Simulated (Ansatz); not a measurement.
# What CsBiSe3 (model cell, started as cubic perovskite with Bi in the octahedra) distorts into, part 2 of 3

Aim: this structure of CsBiSe3 (model cell, started as cubic perovskite with Bi in the octahedra) is to be tested for unstable modes, and one is followed downhill.

Ansatz 0.2.0; DFT PBE, scalar-relativistic, plane waves, PAW; PAW set soft_1.

So far, highest frequency on the path or at a solved wavevector (cm⁻¹): step 2 (the dispersion) 146. Also lowest frequency on the path (cm⁻¹): step 2 -58.6.

The structure was built from a prototype and need not be the compound's stable phase.

**6. Relaxation from the frozen mode**

Starting from the lowest point found, all atoms and the cell are let go, so that strain and other modes of the same symmetry can join in.

The input, input.yaml:

```yaml
crystal:
  lattice:
    - [-5.6457865512, 0.0, 0.0]
    - [0.0, -5.6457865512, -5.6457865512]
    - [0.0, -5.6457865512, 5.6457865512]
  atoms:
    - { symbol: Cs, position: [1.0, 0.9899223039, 0.0] }
    - { symbol: Cs, position: [1.0, 0.5100776961, 0.5] }
    - { symbol: Bi, position: [0.5, -0.012078813, 0.5] }
    - { symbol: Bi, position: [0.5, 0.512078813, 0.0] }
    - { symbol: Se, position: [0.5, 0.25, 0.25] }
    - { symbol: Se, position: [0.5, 0.75, 0.75] }
    - { symbol: Se, position: [0.5, 0.75, 0.25] }
    - { symbol: Se, position: [0.5, 0.25, 0.75] }
    - { symbol: Se, position: [1.0, 0.075147026, 0.5] }
    - { symbol: Se, position: [1.0, 0.424852974, 0.0] }
kpoints:
  mp_grid: { grid: [6, 6, 6] }
hamiltonian:
  xc: pbe
  pseudopotentials: { kind: paw, azcp: { folder: soft_1 } }
scf:
  occupations: { method: methfessel_paxton, width: 0.2 }
output:
  forces: true
  stress: true
  eigenvalues: true
relax:
  adjacent_minimum: "off"
  f_tol: 0.002
  max_steps: 120
  cell: { stress_tol: 0.03 }
```

The run is started by

```
> ansatz run input.yaml --threads 4 --pin off --max-ram 16384MiB --backend cpu --events-out ev --progress --plain --runs-dir out
```

Numbers of over 12 decimals in the logs are rounded to 6 here.

What it wrote:

```text
[...]
Crystal: 10 atoms, lattice volume = 359.918 Å³
Basis set: ecut = 420 eV, 7107 PW (Γ), exchange–correlation on 80×108×108 points (8 copies of the dense FFT grid, shifted against one another)
Bands: 87, of which v1, the nominal top of the filled ones, is band 72 counted from 1 (71 counted from 0)
Symmetry: 8 space group operations
[...]
k-points: 64 of 216
[...]
SCF iter   1: F=—  HF=-68960.991818 eV  |F-HF|=—  |Δ(HF+E_count)|=         —  Δρ=2.91e-2  dr2=8.19e0  ethr=3.10e-3  ⟨swp⟩=7.2  Hψ=22451  notcnv=0
[...]
SCF iter  10: F=-68957.798119 eV  HF=-68957.798119 eV  |F-HF|=1.56e-8  |Δ(HF+E_count)|=   1.68e-8  S|Δr|=    0.00e0  Δρ=1.30e-6  dr2=1.82e-8  ethr=6.94e-11  ⟨swp⟩=4.0  Hψ=16784  notcnv=0
SCF 1 converged in 10 iterations: F = -68957.798119 eV  dr2 = 1.82e-8
[...]
relax step   1: F+E_penalty+E_count = -68957.79811926 eV  Δ(F+E_penalty+E_count) = +0.000e0 eV  max|allowed force component| = 1.792e-1 eV/Å  Δτ_max = 0.0000 Å  P = -0.159 GPa  Ω = 359.918 Å³  (10 SCF iters, dr2 threshold 1.00e-7 eV, accepted)
Crystal: 10 atoms, lattice volume = 357.214 Å³
Basis set: ecut = 420 eV, 6963 PW (Γ), exchange–correlation on 80×108×108 points (8 copies of the dense FFT grid, shifted against one another)
[...]
SCF iter   8: F=-68957.979232 eV  HF=-68957.979232 eV  |F-HF|=4.92e-7  |Δ(HF+E_count)|=   6.22e-7  S|Δr|=    0.00e0  Δρ=6.90e-6  dr2=5.58e-7  ethr=6.94e-10  ⟨swp⟩=8.7  Hψ=27755  notcnv=0
SCF 2 converged in 8 iterations: F = -68957.979232 eV  dr2 = 5.58e-7
relax step   2: F+E_penalty+E_count = -68957.97923194 eV  Δ(F+E_penalty+E_count) = -1.811e-1 eV  max|allowed force component| = 9.327e-2 eV/Å  Δτ_max = 0.0870 Å  P = -0.184 GPa  Ω = 357.214 Å³  energy of the carried Pulay correction = +9.568e-5 eV  (8 SCF iters, dr2 threshold 1.00e-6 eV, accepted)
Crystal: 10 atoms, lattice volume = 350.563 Å³
Basis set: ecut = 420 eV, 6843 PW (Γ), exchange–correlation on 80×108×108 points (8 copies of the dense FFT grid, shifted against one another)
[...]
SCF iter   9: F=-68958.176538 eV  HF=-68958.176538 eV  |F-HF|=1.50e-7  |Δ(HF+E_count)|=   1.08e-7  S|Δr|=    0.00e0  Δρ=4.47e-6  dr2=1.99e-7  ethr=6.94e-10  ⟨swp⟩=4.8  Hψ=20174  notcnv=0
SCF 3 converged in 9 iterations: F = -68958.176538 eV  dr2 = 1.99e-7
relax step   3: F+E_penalty+E_count = -68958.17653759 eV  Δ(F+E_penalty+E_count) = -1.973e-1 eV  max|allowed force component| = 1.632e-1 eV/Å  Δτ_max = 0.1953 Å  P = +0.048 GPa  Ω = 350.563 Å³  energy of the carried Pulay correction = +3.341e-4 eV  (9 SCF iters, dr2 threshold 1.00e-6 eV, accepted)
[... from here on, the SCF cycles and remarks between the steps are left out ...]
relax step   4: F+E_penalty+E_count = -68958.38532370 eV  Δ(F+E_penalty+E_count) = -2.088e-1 eV  max|allowed force component| = 1.191e-1 eV/Å  Δτ_max = 0.1950 Å  P = -0.107 GPa  Ω = 346.872 Å³  energy of the carried Pulay correction = +4.684e-4 eV  (8 SCF iters, dr2 threshold 1.00e-6 eV, accepted)
relax step   5: F+E_penalty+E_count = -68958.58598587 eV  Δ(F+E_penalty+E_count) = -2.007e-1 eV  max|allowed force component| = 4.652e-2 eV/Å  Δτ_max = 0.1977 Å  P = +0.039 GPa  Ω = 338.243 Å³  energy of the carried Pulay correction = +7.878e-4 eV  (8 SCF iters, dr2 threshold 1.00e-6 eV, accepted)
relax step   6: F+E_penalty+E_count = -68958.67243226 eV  Δ(F+E_penalty+E_count) = -8.645e-2 eV  max|allowed force component| = 2.009e-1 eV/Å  Δτ_max = 0.0828 Å  P = +0.186 GPa  Ω = 332.904 Å³  energy of the carried Pulay correction = +9.894e-4 eV  (7 SCF iters, dr2 threshold 1.00e-6 eV, accepted)
relax step   7: F+E_penalty+E_count = -68958.54846126 eV  Δ(F+E_penalty+E_count) = +1.240e-1 eV  max|allowed force component| = 4.369e-1 eV/Å  Δτ_max = 0.1918 Å  P = +0.930 GPa  Ω = 325.900 Å³  energy of the carried Pulay correction = +1.259e-3 eV  (7 SCF iters, dr2 threshold 1.00e-6 eV, rejected (line search))
relax step   8: F+E_penalty+E_count = -68958.61923086 eV  Δ(F+E_penalty+E_count) = +5.320e-2 eV  max|allowed force component| = 3.082e-1 eV/Å  Δτ_max = 0.0867 Å  P = -0.450 GPa  Ω = 335.416 Å³  energy of the carried Pulay correction = +8.942e-4 eV  (11 SCF iters, rejected (line search))
relax step   9: F+E_penalty+E_count = -68958.66683301 eV  Δ(F+E_penalty+E_count) = +5.599e-3 eV  max|allowed force component| = 2.176e-1 eV/Å  Δτ_max = 0.0368 Å  P = +0.560 GPa  Ω = 330.074 Å³  energy of the carried Pulay correction = +1.098e-3 eV  (10 SCF iters, rejected (line search))
relax step  10: F+E_penalty+E_count = -68958.68856400 eV  Δ(F+E_penalty+E_count) = -1.613e-2 eV  max|allowed force component| = 4.816e-2 eV/Å  Δτ_max = 0.0219 Å  P = +0.041 GPa  Ω = 333.844 Å³  energy of the carried Pulay correction = +9.537e-4 eV  (9 SCF iters, accepted)
relax step  11: F+E_penalty+E_count = -68958.69154333 eV  Δ(F+E_penalty+E_count) = -2.979e-3 eV  max|allowed force component| = 4.794e-2 eV/Å  Δτ_max = 0.0347 Å  P = -0.207 GPa  Ω = 336.330 Å³  energy of the carried Pulay correction = +8.597e-4 eV  (7 SCF iters, dr2 threshold 1.45e-7 eV, accepted)
relax step  12: F+E_penalty+E_count = -68958.69457642 eV  Δ(F+E_penalty+E_count) = -3.033e-3 eV  max|allowed force component| = 3.618e-3 eV/Å  Δτ_max = 0.0116 Å  P = -0.018 GPa  Ω = 334.108 Å³  energy of the carried Pulay correction = +9.437e-4 eV  (6 SCF iters, dr2 threshold 1.60e-7 eV, accepted)
relax step  13: F+E_penalty+E_count = -68958.69466299 eV  Δ(F+E_penalty+E_count) = -8.656e-5 eV  max|allowed force component| = 1.714e-3 eV/Å  Δτ_max = 0.0010 Å  P = -0.010 GPa  Ω = 333.899 Å³  energy of the carried Pulay correction = +9.516e-4 eV  (5 SCF iters, dr2 threshold 3.79e-9 eV, accepted)
relax step  14: F+E_penalty+E_count = -68958.69880784 eV  Δ(F+E_penalty+E_count) = -4.145e-3 eV  max|allowed force component| = 1.771e-3 eV/Å  Δτ_max = 0.0000 Å  P = +0.019 GPa  Ω = 333.899 Å³  stress off target by 6.97e-2 GPa  SCF on the basis re-selected at this cell (its energy is not comparable with the rows above)  (8 SCF iters)
relax step  15: F+E_penalty+E_count = -68958.69900336 eV  Δ(F+E_penalty+E_count) = -1.955e-4 eV  max|allowed force component| = 3.366e-4 eV/Å  Δτ_max = 0.0042 Å  P = +0.003 GPa  Ω = 333.903 Å³  energy of the carried Pulay correction = -1.540e-7 eV  (6 SCF iters, dr2 threshold 1.21e-8 eV, accepted)
[...]
SCF iter   5: F=-68958.699004 eV  HF=-68958.699004 eV  |F-HF|=1.46e-11  |Δ(HF+E_count)|=  1.46e-11  S|Δr|=    0.00e0  Δρ=4.89e-8  dr2=1.44e-11  ethr=1.00e-12  ⟨swp⟩=6.6  Hψ=22706  notcnv=0
SCF 16 converged in 5 iterations: F = -68958.699004 eV  dr2 = 1.44e-11
relax step  16: F+E_penalty+E_count = -68958.69900353 eV  Δ(F+E_penalty+E_count) = -1.731e-7 eV  max|allowed force component| = 3.424e-4 eV/Å  Δτ_max = 0.0000 Å  P = +0.003 GPa  Ω = 333.903 Å³  stress off target by 1.02e-2 GPa  SCF on the basis re-selected at this cell (its energy is not comparable with the rows above)  (5 SCF iters)
[...]
SCF converged after 5 iterations
[...]
Free energy (F): -68958.699004 eV
[...]
Internal energy: -68958.700429 eV  (E = F + TS)
E sigma→0 (E₀):  -68958.699360 eV
Entropy (-TS):   0.001425 eV (0.143 meV/atom)
Fermi energy:    6.628353 eV
[...]
--- Forces (eV/Å), atoms counted from 1 ---
  atom   1  Cs     0.00000000     0.00014115     0.00014115
  atom   2  Cs     0.00000000    -0.00014115    -0.00014115
  atom   3  Bi    -0.00000000     0.00034240     0.00034240
  atom   4  Bi     0.00000000    -0.00034240    -0.00034240
  atom   5  Se     0.00000000     0.00000000     0.00000000
  atom   6  Se    -0.00000000     0.00000000     0.00000000
  atom   7  Se     0.00000000     0.00000000     0.00000000
  atom   8  Se    -0.00000000     0.00000000     0.00000000
  atom   9  Se    -0.00000000     0.00020938     0.00020938
  atom  10  Se     0.00000000    -0.00020938    -0.00020938
  max |Σ_I F_I| component: 3.55e-30 eV/Å
--- Stress (GPa, compression-positive) ---
       -0.002918       0.000000       0.000000
        0.000000       0.005387       0.004818
        0.000000       0.004818       0.005387
  P = ⅓ Tr σ = 0.0026 GPa (0.026 kbar)
--- Band table (eV; the first three rows and the last of 64) ---
  k-point 0: bands = [... 68 lower, 5.6095, 5.8464, 6.1789, 6.7405, 6.8973, 6.9362, 7.2049, 7.5212, ... 11 higher]
  k-point 1: bands = [... 68 lower, 5.6547, 5.7949, 6.0030, 6.5674, 6.8445, 7.0212, 7.3897, 7.8571, ... 11 higher]
  k-point 2: bands = [... 68 lower, 5.6561, 5.7708, 5.8499, 6.5135, 6.5880, 6.7417, 8.1217, 8.3656, ... 11 higher]
  k-point 63: bands = [... 68 lower, 5.4895, 5.4895, 6.6403, 6.6403, 7.2010, 7.2010, 8.3951, 8.3951, ... 11 higher]
--- Relaxed structure (14 steps of the walk, 11 accepted, 2 SCFs on fresh bases) ---
  F+E_penalty+E_count = -68958.69900353 eV   max|allowed force component| = 3.424e-4 eV/Å   (the final SCF, on the basis selected at the relaxed cell)
  cell:  # Å, volume = 333.9032 Å³
    - [-4.563865, 0, 0]
    - [0, -6.476227, -6.476227]
    - [0, -5.648534, 5.648534]
  atoms:
    - { symbol: Cs, position: [1.0, 0.963877, 0.0] }
    - { symbol: Cs, position: [1.0, 0.536123, 0.500000] }
    - { symbol: Bi, position: [0.5, -0.034001, 0.5] }
    - { symbol: Bi, position: [0.5, 0.534001, 0.0] }
    - { symbol: Se, position: [0.5, 0.25, 0.25] }
    - { symbol: Se, position: [0.5, 0.75, 0.75] }
    - { symbol: Se, position: [0.5, 0.750000, 0.250000] }
    - { symbol: Se, position: [0.5, 0.25, 0.75] }
    - { symbol: Se, position: [1.0, 0.165922, 0.5] }
    - { symbol: Se, position: [1.0, 0.334078, 0.0] }
```

Wall time 12 min (4 threads of Arm Neoverse V1, shared host); peak memory 1.9 GiB; 45 min of CPU time.

Relaxation path:

```tsv
step	energy less that of the first step (eV)	largest force component (eV/Å)	pressure (GPa)	volume (Å³)
1	0.0000	0.1792	-0.16	359.92
2	-0.1811	0.0933	-0.18	357.21
3	-0.3784	0.1632	0.05	350.56
4	-0.5872	0.1191	-0.11	346.87
5	-0.7879	0.0465	0.04	338.24
6	-0.8743	0.2009	0.19	332.90
7	-0.7503	0.4369	0.93	325.90
8	-0.8211	0.3082	-0.45	335.42
9	-0.8687	0.2176	0.56	330.07
10	-0.8904	0.0482	0.04	333.84
11	-0.8934	0.0479	-0.21	336.33
12	-0.8965	0.0036	-0.02	334.11
13	-0.8965	0.0017	-0.01	333.90
14*	-0.9007	0.0018	0.02	333.90
15	-0.9009	0.0003	0.00	333.90
16*	-0.9009	0.0003	0.00	333.90
```

Relaxation steps marked * repeat the geometry before them on a plane-wave basis chosen anew for their cell, so energy and pressure can jump there. Relaxation steps 7, 8, 9 were tried and not accepted.

Forces are held to the 8 operations that the run works with; a distortion that breaks them can't arise in this run.

```tsv
cell as run	before	after	change
a (Å)	5.646	4.564	-19.2 %
b (Å)	7.984	9.159	+14.7 %
c (Å)	7.984	7.988	+0.0 %
volume (Å³/atom)	35.99	33.39	-7.2 %
```

The atoms that moved most (Å, as changes of fractional coordinates times the final cell):

```tsv
atom	dx	dy	dz	length
Se10	0.000	0.588	0.588	0.831
Se9	0.000	-0.588	-0.588	0.831
Cs1	0.000	0.169	0.169	0.239
Cs2	0.000	-0.169	-0.169	0.239
Bi3	0.000	0.142	0.142	0.201
Bi4	0.000	-0.142	-0.142	0.201
```

This step gave:

```
pressure        : 0.002619 GPa
volume per atom : 33.39 Å³
```

The distorted start has space group Pmma; the relaxation ends in Pmma.

**7. The new phase in its own primitive cell**

The relaxed structure is symmetrised, reduced to its primitive cell and relaxed tightly, as its phonons need.

input.yaml, the sections that differ from step 6:

```yaml
crystal:
  lattice:
    - [7.9882337249, 0.0, 0.0]
    - [0.0, 4.5638649534, 0.0]
    - [0.0, 0.0, 9.1587680545]
  atoms:
    - { symbol: Cs, position: [0.75, 0.0, 0.7138766109] }
    - { symbol: Cs, position: [0.25, 0.0, 0.2861233891] }
    - { symbol: Bi, position: [0.25, 0.5, 0.7159992598] }
    - { symbol: Bi, position: [0.75, 0.5, 0.2840007402] }
    - { symbol: Se, position: [0.5, 0.5, 0.0] }
    - { symbol: Se, position: [0.0, 0.5, 0.5] }
    - { symbol: Se, position: [0.5, 0.5, 0.5] }
    - { symbol: Se, position: [0.0, 0.5, 0.0] }
    - { symbol: Se, position: [0.25, 0.0, 0.915922163] }
    - { symbol: Se, position: [0.75, 0.0, 0.084077837] }
kpoints:
  mp_grid: { grid: [6, 8, 4] }
relax:
  adjacent_minimum: "off"
  f_tol: 0.001
  max_steps: 60
  cell: { stress_tol: 0.01 }
# hamiltonian, scf, output: as in step 6
```

What it wrote:

```text
[...]
Crystal: 10 atoms, lattice volume = 333.903 Å³
Basis set: ecut = 420 eV, 6587 PW (Γ), exchange–correlation on 108×64×128 points (8 copies of the dense FFT grid, shifted against one another)
Bands: 87, of which v1, the nominal top of the filled ones, is band 72 counted from 1 (71 counted from 0)
Symmetry: 8 space group operations
[...]
k-points: 60 of 192
[...]
- { symbol: Cs, position: [0.250000, 1.482844192779121e-19, 0.287454] }
    - { symbol: Bi, position: [0.250000, 0.5, 0.717573] }
    - { symbol: Bi, position: [0.750000, 0.5, 0.282427] }
    - { symbol: Se, position: [0.500000, 0.5, 0] }
    - { symbol: Se, position: [0, 0.5, 0.5] }
    - { symbol: Se, position: [0.500000, 0.5, 0.5] }
    - { symbol: Se, position: [0, 0.5, 0] }
    - { symbol: Se, position: [0.250000, 0, 0.916605] }
    - { symbol: Se, position: [0.750000, 0, 0.083395] }
[key lines of the parts left out:]
SCF converged after 7 iterations
Free energy (F): -68958.715598 eV
Fermi energy:    6.599355 eV
P = ⅓ Tr σ = 0.0004 GPa (0.004 kbar)
```

Run time: 3.4 min. Hardware: 4 threads; peak memory 1.7 GiB.

The steps of the relaxation:

```tsv
step	energy less that of the first step (eV)	largest force component (eV/Å)	pressure (GPa)	volume (Å³)
1	0.0000	0.0286	0.00	333.90
2	-0.0008	0.0082	-0.01	333.95
3	-0.0012	0.0122	0.03	333.88
4	-0.0012	0.0117	0.00	334.11
5	-0.0012	0.0063	-0.02	334.20
6	-0.0012	0.0008	0.00	334.09
7*	-0.0012	0.0008	0.00	334.09
```

Relaxation steps marked * repeat the geometry before them on a plane-wave basis chosen anew for their cell, so energy and pressure can jump there. Relaxation step 5 was tried and not accepted.

Forces are held to the 8 operations that the run works with; a distortion that breaks them can't arise in this run.

```tsv
conventional cell, symmetrised	before	after	change
a (Å)	7.988	7.978	-0.1 %
b (Å)	4.564	4.590	+0.6 %
c (Å)	9.159	9.123	-0.4 %
volume (Å³/atom)	33.39	33.41	+0.1 %
```

The atoms that moved most (Å, as changes of fractional coordinates times the final cell):

```tsv
atom	dx	dy	dz	length
Bi3	0.000	0.000	0.014	0.014
Bi4	0.000	0.000	-0.014	0.014
Cs2	0.000	0.000	0.012	0.012
Cs1	0.000	0.000	-0.012	0.012
Se9	0.000	0.000	0.006	0.006
Se10	0.000	0.000	-0.006	0.006
```

Numbers from this step:

```yaml
pressure: 3.52e-4 GPa
volume_per_atom: 33.41 Å³
```

The largest force component left is 0.79 meV/Å and the pressure is 0.000 GPa, within the tolerances set. The cell now holds 33.41 Å³/atom.

(Continued in part 3 of 3.)

[Logs are printed without paths, hosts, clocks, repeated set-up lines and the standing remarks that a program may print on its own settings, such as how far it seeks lower states.]

[Hosts, paths, dates, database ids (printed as entryN), source tags and the programs' standing remarks are cut or masked in the printed files.]
